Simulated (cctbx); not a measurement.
# SrRhS3 with cctbx, script by script

Library: cctbx 2025.11. The data are simulated by the first script.

## 1. Simulate the data

run.py:

```python
from cctbx import adptbx, crystal, miller, sgtbx, xray
from cctbx.array_family import flex
from iotbx.shelx import hklf
from scitbx import matrix
import scitbx.random

cs = crystal.symmetry(unit_cell=(4.784, 4.784, 4.784, 90, 90, 90), space_group_symbol='Hall: -P 4 2 3')  # Pm-3m
atoms = [  # label, site, U (iso, or U11 U22 U33 U12 U13 U23 in A^2), occupancy
    ("Rh1", (0.5, 0.5, 0.5), (0.0214, 0.0214, 0.0214, -0.0000, 0.0000, -0.0000), 1),
    ("Sr1", (0, 0, 0), (0.0254, 0.0254, 0.0254, -0.0000, 0.0000, 0.0000), 1),
    ("S1", (0, 0.5, 0.5), (0.0304, 0.0266, 0.0266, -0.0000, 0.0000, 0.0000), 1),
]
xs = xray.structure(crystal_symmetry=cs)
for label, site, u, occ in atoms:
    u = adptbx.u_cif_as_u_star(cs.unit_cell(), u) if isinstance(u, tuple) else u
    xs.add_scatterer(xray.scatterer(label, site=site, u=u, occupancy=occ))
xs.set_inelastic_form_factors(0.71073, "sasaki")
xs.show_summary()
p1 = xs.expand_to_p1()
ms = miller.build_set(p1, anomalous_flag=True, d_min=0.6)
flex.set_random_seed(613936)
scitbx.random.set_random_seed(613936)
ms = ms.select(flex.random_double(ms.size()) < 0.95)
i = ms.structure_factors_from_scatterers(p1, algorithm="direct").f_calc().as_intensity_array().data()
i = i * 40000 / flex.max(i)
sig = flex.sqrt(i + flex.pow2(0.03 * i) + 4 ** 2)
noise = scitbx.random.variate(scitbx.random.normal_distribution())(i.size())
data = ms.array(data=i + sig * noise, sigmas=sig).set_observation_type_xray_intensity()
with open("data.hkl", "w") as f:
    data.export_as_shelx_hklf(f)
print("reflections written:", data.size(), " <I/sigma> = %.1f" % flex.mean(data.data() / data.sigmas()))
for h, a, b in list(data.sort("data"))[:12]:
    print("%4d%4d%4d %9.1f %7.1f" % (h + (a, b)))
```

```console
$ python run.py
```

```text
Number of scatterers: 3
At special positions: 3
Unit cell: (4.784, 4.784, 4.784, 90, 90, 90)
Space group: P m -3 m (No. 221)
reflections written: 2007  <I/sigma> = 17.4
   0  -2   0   41477.7  1216.6
   0   0   2   40568.5  1216.6
   0   0  -2   40465.1  1216.6
   2   0   0   40275.9  1216.6
  -2   0   0   39267.5  1216.6
   0   2   0   38313.8  1216.6
   2   0   2   25995.7   762.6
   0  -2   2   25704.1   762.6
   0   2   2   25235.4   762.6
   2  -2   0   25021.1   762.6
   0   2  -2   24923.9   762.6
   2   0  -2   24686.1   762.6
```

Run time: 0.25 s on 1 thread of Arm Neoverse V2 (shared host), peak memory 0.07 GiB.

## 2. Symmetry

run.py:

```python
from cctbx import crystal, sgtbx, statistics
from cctbx.array_family import flex
from iotbx.shelx import hklf

p1 = crystal.symmetry(unit_cell=(4.784, 4.784, 4.784, 90, 90, 90), space_group_symbol="P 1")
raw = hklf.reader(file_name="data.hkl").as_miller_arrays(crystal_symmetry=p1, anomalous=True)[0]
print(raw.size(), "reflections to d = %.3f A" % raw.d_min())
isig = raw.data() / raw.sigmas()
print("centring   violations  <I/sigma> of those")
best = "P"
for c in "ABCIRF":
    a = raw.customized_copy(space_group_info=sgtbx.space_group_info("Hall: %s 1" % c)).sys_absent_flags().data()
    m = flex.mean(isig.select(a))
    print("%5s %10d of %5d %8.1f" % (c, (isig.select(a) > 4).count(True), a.count(True), m))
    if (isig.select(a) > 4).count(True) < 0.01 * a.count(True):
        best = c
raw = raw.select(~raw.customized_copy(space_group_info=sgtbx.space_group_info("Hall: %s 1" % best)).sys_absent_flags().data())
isig = raw.data() / raw.sigmas()
rows = []
for s in sgtbx.space_group_symbol_iterator():
    g = sgtbx.space_group(s)
    if g.conventional_centring_type_symbol() != best or not g.is_compatible_unit_cell(p1.unit_cell(), 1e-3, 0.02):
        continue
    rows.append((s, g))
print("Laue class    unique    Rint  (classes that these axes allow; Friedel mates merged)")
rint = {}
for s, g in rows:
    laue = g.build_derived_patterson_group()
    key = laue.type().hall_symbol()
    if key not in rint:
        m = raw.customized_copy(space_group_info=laue.info(), anomalous_flag=False).merge_equivalents()
        rint[key] = m.r_int()
        print("%-14s %6d %7.3f" % (laue.type().lookup_symbol(), m.array().size(), m.r_int()))
floor = min(rint.values())
good = [(s, g) for s, g in rows if rint[g.build_derived_patterson_group().type().hall_symbol()] < 2 * floor + 0.03]
top = max(g.build_derived_patterson_group().order_z() for s, g in good)
print("space group    extra absences  I>4sigma  <I/sigma>")
for s, g in good:
    laue = g.build_derived_patterson_group()
    if laue.order_z() != top:
        continue
    a = raw.customized_copy(space_group_info=g.info()).sys_absent_flags().data()
    a &= ~raw.customized_copy(space_group_info=laue.info()).sys_absent_flags().data()
    bad = (isig.select(a) > 4).count(True)
    if bad <= 0.03 * a.count(True):
        print("%-16s %8d %10d %9s  %s" % (s.universal_hermann_mauguin(), a.count(True), bad, "%.1f" % flex.mean(isig.select(a)) if a.count(True) else "-", "centric" if g.is_centric() else "acentric"))
laue = max(good, key=lambda t: t[1].build_derived_patterson_group().order_z())[1].build_derived_patterson_group()
f = raw.customized_copy(space_group_info=laue.info(), anomalous_flag=False).merge_equivalents().array().eliminate_sys_absent().f_sq_as_f()
f.set_observation_type_xray_amplitude()
bins = max(3, min(8, f.size() // 12))
f.setup_binner(n_bins=bins)
w = statistics.wilson_plot(f, {e: n / laue.order_z() for e, n in {'Rh': 1.0, 'Sr': 1.0, 'S': 3.0}.items()}, e_statistics=True)
print("Wilson B = %.2f A^2   <|E^2-1|> = %.3f (0.968 centric, 0.736 acentric)   E^2>4: %.1f %%" % (w.wilson_b, w.mean_e_sq_minus_1, w.percent_e_sq_gt_2))
print("shell (A)         n   <I/sigma>")
m = raw.customized_copy(space_group_info=laue.info(), anomalous_flag=False).merge_equivalents().array().eliminate_sys_absent()
for b in m.setup_binner(n_bins=bins).range_used():
    sel = m.binner().selection(b)
    print("%5.2f - %4.2f %6d %8.1f" % (min(m.binner().bin_d_range(b)[0] if m.binner().bin_d_range(b)[0] > 0 else 99, 99), m.binner().bin_d_range(b)[1], sel.count(True), flex.mean((m.data() / m.sigmas()).select(sel))))
```

```console
$ python run.py
```

```text
2007 reflections to d = 0.608 A
centring   violations  <I/sigma> of those
    A        996 of   996     17.1
    B       1002 of  1002     17.1
    C       1008 of  1008     17.0
    I        920 of   997     11.3
    R       1289 of  1333     17.4
    F       1503 of  1503     17.1
Laue class    unique    Rint  (classes that these axes allow; Friedel mates merged)
P -1             1046   0.023
P 1 2/m 1         577   0.025
P 1 1 2/m         576   0.026
P 2/m 1 1         577   0.025
P m m m           340   0.027
P 4/m             292   0.028
P 4/m m m         190   0.028
R -3 :R           353   0.028
R -3 m :R         213   0.029
P m -3            116   0.029
P m -3 m           78   0.029
space group    extra absences  I>4sigma  <I/sigma>
P 4 3 2                 0          0         -  acentric
P -4 3 m                0          0         -  acentric
P m -3 m                0          0         -  centric
Wilson B = 1.98 A^2   <|E^2-1|> = 0.692 (0.968 centric, 0.736 acentric)   E^2>4: 0.0 %
shell (A)         n   <I/sigma>
 4.78 - 1.10     19    100.0
 1.10 - 0.88     13     94.0
 0.88 - 0.76     12     95.4
 0.76 - 0.70     10     80.8
 0.70 - 0.65     14     64.1
 0.65 - 0.61     10     55.0
```

Time: 0.42 s.

## 3. Patterson map

run.py:

```python
from cctbx import crystal, maptbx
from iotbx.shelx import hklf

cs = crystal.symmetry(unit_cell=(4.784, 4.784, 4.784, 90, 90, 90), space_group_symbol='Hall: -P 4 2 3')  # Pm-3m
raw = hklf.reader(file_name="data.hkl").as_miller_arrays(crystal_symmetry=cs, anomalous=True)[0]
merged = raw.eliminate_sys_absent().merge_equivalents()
fo2 = merged.array().set_observation_type_xray_intensity()
f = fo2.average_bijvoet_mates().f_sq_as_f()
pm = f.patterson_map(symmetry_flags=maptbx.use_space_group_symmetry, sharpening=False, resolution_factor=0.25)
peaks = pm.peak_search(parameters=maptbx.peak_search_parameters(min_distance_sym_equiv=0.4, max_clusters=14)).all()
top = peaks.heights()[0]
print("Patterson group", f.patterson_symmetry().space_group_info())
print("      u       v       w   height  length (A)")
for x, h in zip(peaks.sites(), peaks.heights()):
    y = [t - round(t) for t in x]
    print("%7.3f %7.3f %7.3f %8.1f %8.2f" % (x + (1000 * h / top, cs.unit_cell().length(y))))
```

```console
$ python run.py
```

```text
Patterson group P m -3 m
      u       v       w   height  length (A)
  0.000   0.000   0.000   1000.0     0.00
  0.500   0.500   0.500    825.4     4.14
  0.000   0.500   0.500    311.4     3.38
  0.000   0.000   0.500    291.3     2.39
  0.114   0.114   0.269    -16.8     1.50
  0.250   0.250   0.250    -20.0     2.07
```

Time: 0.24 s.

## 4. Charge flipping

run.py:

```python
import itertools
from cctbx import crystal, maptbx
from cctbx.array_family import flex
from iotbx.shelx import hklf
from smtbx.ab_initio import charge_flipping as cf

cs = crystal.symmetry(unit_cell=(4.784, 4.784, 4.784, 90, 90, 90), space_group_symbol='Hall: -P 4 2 3')  # Pm-3m
raw = hklf.reader(file_name="data.hkl").as_miller_arrays(crystal_symmetry=cs, anomalous=True)[0]
merged = raw.eliminate_sys_absent().merge_equivalents()
fo2 = merged.array().set_observation_type_xray_intensity()
f = fo2.average_bijvoet_mates().f_sq_as_f().resolution_filter(d_min=0.9)
p1 = f.expand_to_p1()
p1.setup_binner_counting_sorted(reflections_per_bin=max(40, p1.size() // 12))
work = p1.array(data=p1.data() / p1.amplitude_quasi_normalisations().data())
flex.set_random_seed(84360)
it = cf.weak_reflection_improved_iterator(delta=None, weak_reflection_fraction=0.3)
it.start(work, phases=flex.random_double(p1.size()) * 6.2832, f_000=0)
it.delta = 1 * it.rho_map.sigma()
print("cycle      R  skewness")
for n, st in enumerate(itertools.islice(it, 150)):
    if n % 12 == 0:
        print("%5d %6.3f %8.2f" % (n, st.r1_factor(), st.rho_map.skewness()))
rho = p1.phase_transfer(it.f_calc).fft_map().apply_volume_scaling()
polish = cf.low_density_elimination_iterator(constant_rho_c=rho.sigma())
polish.start(f_obs=p1, phases=it.f_calc, f_000=0)
for _ in range(8):
    next(polish)
print("origin shift          correlation  skewness")
maps = []
for fc, shift, cc in itertools.islice(cf.f_calc_symmetrisations(f, polish.f_calc, 0), 4):
    m = f.phase_transfer(fc).fft_map(symmetry_flags=maptbx.use_space_group_symmetry, resolution_factor=0.25).apply_sigma_scaling()
    maps.append((m.skewness(), cc, m))
    print("%6.3f %6.3f %6.3f %10.3f %9.2f" % (tuple(shift) + (cc, m.skewness())))
skew, cc, m = max((t for t in maps if t[1] > maps[0][1] - 0.04), key=lambda t: t[0])
print("taken: symmetry correlation %.3f, skewness %.2f" % (cc, skew))
peaks = m.peak_search(parameters=maptbx.peak_search_parameters(min_distance_sym_equiv=0.9, max_clusters=8)).all()
sps = cs.special_position_settings(min_distance_sym_equiv=0.5)
print("peak      x       y       z  mult  height/sigma")
for k, (x, h) in enumerate(zip(peaks.sites(), peaks.heights())):
    ss = sps.site_symmetry(x)
    print("Q%-3d %7.4f %7.4f %7.4f %4d %8.1f" % ((k + 1,) + tuple(t % 1 for t in ss.exact_site()) + (ss.multiplicity(), h)))
```

```console
$ python run.py
```

```text
cycle      R  skewness
    0  0.447     0.38
   12  0.334     3.04
   24  0.279     3.97
   36  0.268     4.18
   48  0.240     5.00
   60  0.211     5.02
   72  0.221     4.98
   84  0.192     4.97
   96  0.210     5.07
  108  0.199     5.16
  120  0.217     5.07
  132  0.193     5.04
  144  0.197     4.96
origin shift          correlation  skewness
 0.374  0.751  0.882      0.927      0.39
 0.181  0.671  0.673      0.964      5.39
 0.070  0.856  0.414      0.874      0.30
-0.017  0.726  0.258      0.904      0.81
taken: symmetry correlation 0.964, skewness 5.39
peak      x       y       z  mult  height/sigma
Q1    0.5000  0.5000  0.5000    1     14.5
Q2    0.0000  0.0000  0.0000    1     11.1
Q3    0.0000  0.0000  0.5000    3      4.2
Q4    0.0000  0.5000  0.5000    3      2.8
Q5    0.0000  0.0000  0.2479    6      0.8
Q6    0.1637  0.1637  0.1637    8      0.8
Q7    0.0000  0.2908  0.2908   12      0.7
Q8    0.1611  0.3428  0.5000   24      0.6
```

Time: 1.1 s.

## 5. Refinement (model from the peaks)

run.py:

```python
import math
from cctbx import adptbx, crystal, maptbx, sgtbx, xray
from cctbx.array_family import flex
from cctbx.xray import observations
from iotbx.shelx import hklf
from scitbx.lstbx import normal_eqns_solving
from smtbx import absolute_structure, utils
from smtbx.refinement import constraints, least_squares

cs = crystal.symmetry(unit_cell=(4.784, 4.784, 4.784, 90, 90, 90), space_group_symbol='Hall: -P 4 2 3')  # Pm-3m
atoms = [  # label, site, U (iso, or U11 U22 U33 U12 U13 U23 in A^2), occupancy
    ("Sr1", (0.5, 0.5, 0.5), 0.0200, 1),
    ("Rh1", (0, 0, 0), 0.0200, 1),
    ("S1", (0, 0, 0.5), 0.0200, 1),
]
xs = xray.structure(crystal_symmetry=cs)
for label, site, u, occ in atoms:
    u = adptbx.u_cif_as_u_star(cs.unit_cell(), u) if isinstance(u, tuple) else u
    xs.add_scatterer(xray.scatterer(label, site=site, u=u, occupancy=occ))
xs.set_inelastic_form_factors(0.71073, "sasaki")
raw = hklf.reader(file_name="data.hkl").as_miller_arrays(crystal_symmetry=cs, anomalous=True)[0]
merged = raw.eliminate_sys_absent().merge_equivalents()
fo2 = merged.array().set_observation_type_xray_intensity()
print("Rint %.3f, %d unique reflections to %.2f A" % (merged.r_int(), fo2.size(), fo2.d_min()))
for sc in xs.scatterers():
    sc.flags.set_grad_site(True)
    sc.flags.set_grad_u_aniso(sc.flags.use_u_aniso())
    sc.flags.set_grad_u_iso(sc.flags.use_u_iso())
obs = fo2.as_xray_observations()
extra = {}
rep = constraints.reparametrisation(xs, [], utils.connectivity_table(xs), **extra)
ls = least_squares.crystallographic_ls(obs, rep, weighting_scheme=least_squares.mainstream_shelx_weighting(a=0, b=0))
print("cycle     R1     wR2    GooF  max shift (A)")
for cycle in range(6):
    ls.build_up()
    r1, wr2, goof = ls.r1_factor(cutoff_factor=2)[0], ls.wR2(), ls.goof()
    old = xs.sites_cart()
    normal_eqns_solving.levenberg_marquardt_iterations(ls, n_max_iterations=3, tau=0.0001, step_threshold=1e-7)
    big = flex.max((xs.sites_cart() - old).norms())
    print("%4d %7.4f %7.4f %7.3f %9.5f" % (cycle + 1, r1, wr2, goof, big))
    ls.build_up(objective_only=True)
    if abs(ls.wR2() - wr2) < 5e-5 and big < 5e-4:
        break
ls.build_up()
print("final R1 %.4f wR2 %.4f GooF %.3f  parameters %d  data/parameter %.1f" % (ls.r1_factor(cutoff_factor=2)[0], ls.wR2(), ls.goof(), ls.n_parameters, fo2.size() / ls.n_parameters))
cov = ls.covariance_matrix_and_annotations()
su = dict(zip(cov.annotations, (math.sqrt(max(v, 0)) for v in cov.matrix.matrix_packed_u_diagonal())))
a2 = cs.unit_cell().reciprocal_parameters()[0] ** -2
print("atom        x        y        z      Ueq    occ   su(xyz)  su(Uiso or U11)")
for sc in xs.scatterers():
    s = max(su.get(sc.label + k, 0) for k in (".x", ".y", ".z"))
    npd = "" if sc.is_positive_definite_u(cs.unit_cell()) else "  NPD"
    print("%-5s %8.5f %8.5f %8.5f %8.4f %6.3f %8.5f %7.4f%s" % ((sc.label,) + sc.site + (sc.u_iso_or_equiv(cs.unit_cell()), sc.occupancy, s, su.get(sc.label + ".uiso", su.get(sc.label + ".u11", 0) * a2), npd)))
fo = fo2.f_sq_as_f()
fc = fo.structure_factors_from_scatterers(xs, algorithm="direct").f_calc()
diff = fo.f_obs_minus_f_calc(1 / math.sqrt(ls.scale_factor()), fc).average_bijvoet_mates()
m = diff.fft_map(symmetry_flags=maptbx.use_space_group_symmetry, resolution_factor=0.25).apply_volume_scaling()
print("difference map: max %.2f min %.2f rms %.2f" % (m.statistics().max(), m.statistics().min(), m.statistics().sigma()))
peaks = m.peak_search(parameters=maptbx.peak_search_parameters(min_distance_sym_equiv=0.6, max_clusters=5)).all()
near = xs.closest_distances(peaks.sites(), distance_cutoff=4)
sps = cs.special_position_settings(min_distance_sym_equiv=0.5)
for k, (x, h) in enumerate(zip(peaks.sites(), peaks.heights())):
    ss = sps.site_symmetry(x)
    print("Q%-3d %7.4f %7.4f %7.4f %4d %7.2f  %.2f A from %s" % ((k + 1,) + tuple(t % 1 for t in ss.exact_site()) + (ss.multiplicity(), h, near.smallest_distances[k], xs.scatterers()[near.i_seqs[k]].label)))
```

```console
$ python run.py
```

```text
Rint 0.029, 78 unique reflections to 0.61 A
cycle     R1     wR2    GooF  max shift (A)
   1  0.0804  0.2198  20.947   0.00000
   2  0.0084  0.0263   2.504   0.00000
final R1 0.0084 wR2 0.0263 GooF 2.504  parameters 3  data/parameter 26.0
atom        x        y        z      Ueq    occ   su(xyz)  su(Uiso or U11)
Sr1    0.50000  0.50000  0.50000   0.0254  1.000  0.00000  0.0001
Rh1    0.00000  0.00000  0.00000   0.0214  1.000  0.00000  0.0001
S1     0.00000  0.00000  0.50000   0.0279  1.000  0.00000  0.0002
difference map: max 0.88 min -0.42 rms 0.06
Q1    0.0000  0.0000  0.4150    6    0.90  0.41 A from S1
Q2    0.2261  0.5000  0.5000    6    0.14  1.31 A from Sr1
Q3    0.0000  0.1901  0.5000   12    0.12  0.91 A from S1
Q4    0.5000  0.5000  0.5000    1    0.10  0.00 A from Sr1
Q5    0.2196  0.2196  0.5000   12    0.10  1.49 A from S1
```

Time: 0.42 s.

## 6. Refinement (anisotropic displacement)

run.py, as its changes from the last script of this kind:

```diff
@@ -12,3 +12,3 @@
-    ("Sr1", (0.5, 0.5, 0.5), 0.0200, 1),
-    ("Rh1", (0, 0, 0), 0.0200, 1),
-    ("S1", (0, 0, 0.5), 0.0200, 1),
+    ("Sr1", (0.5, 0.5, 0.5), 0.0254, 1),
+    ("Rh1", (0, 0, 0), 0.0214, 1),
+    ("S1", (0, 0, 0.5), 0.0279, 1),
@@ -20,0 +21 @@
+xs.convert_to_anisotropic()
@@ -34 +35 @@
-for cycle in range(6):
+for cycle in range(8):
@@ -38 +39 @@
-    normal_eqns_solving.levenberg_marquardt_iterations(ls, n_max_iterations=3, tau=0.0001, step_threshold=1e-7)
+    normal_eqns_solving.levenberg_marquardt_iterations(ls, n_max_iterations=3, tau=1e-06, step_threshold=1e-7)
@@ -59 +60 @@
-peaks = m.peak_search(parameters=maptbx.peak_search_parameters(min_distance_sym_equiv=0.6, max_clusters=5)).all()
+peaks = m.peak_search(parameters=maptbx.peak_search_parameters(min_distance_sym_equiv=0.6, max_clusters=6)).all()
```

```console
$ python run.py
```

```text
Rint 0.029, 78 unique reflections to 0.61 A
cycle     R1     wR2    GooF  max shift (A)
   1  0.0084  0.0263   2.528   0.00000
   2  0.0039  0.0096   0.921   0.00000
final R1 0.0039 wR2 0.0096 GooF 0.921  parameters 4  data/parameter 19.5
atom        x        y        z      Ueq    occ   su(xyz)  su(Uiso or U11)
Sr1    0.50000  0.50000  0.50000   0.0254  1.000  0.00000  0.0000
Rh1    0.00000  0.00000  0.00000   0.0214  1.000  0.00000  0.0000
S1     0.00000  0.00000  0.50000   0.0279  1.000  0.00000  0.0001
difference map: max 0.10 min -0.13 rms 0.03
Q1    0.2300  0.5000  0.5000    6    0.11  1.29 A from Sr1
Q2    0.2266  0.2266  0.5000   12    0.08  1.53 A from S1
Q3    0.0000  0.0000  0.2840    6    0.07  1.03 A from S1
Q4    0.0000  0.2784  0.2784   12    0.06  1.70 A from S1
Q5    0.0000  0.1918  0.5000   12    0.06  0.92 A from S1
Q6    0.0895  0.0895  0.5000   12    0.06  0.61 A from S1
```

It took 0.41 s on 1 thread of Arm Neoverse V2, on a shared host, peak memory 0.09 GiB.

[Logs are printed without paths, hosts, clocks, repeated set-up lines and the standing remarks that a program may print on its own settings, such as how far it seeks lower states.]
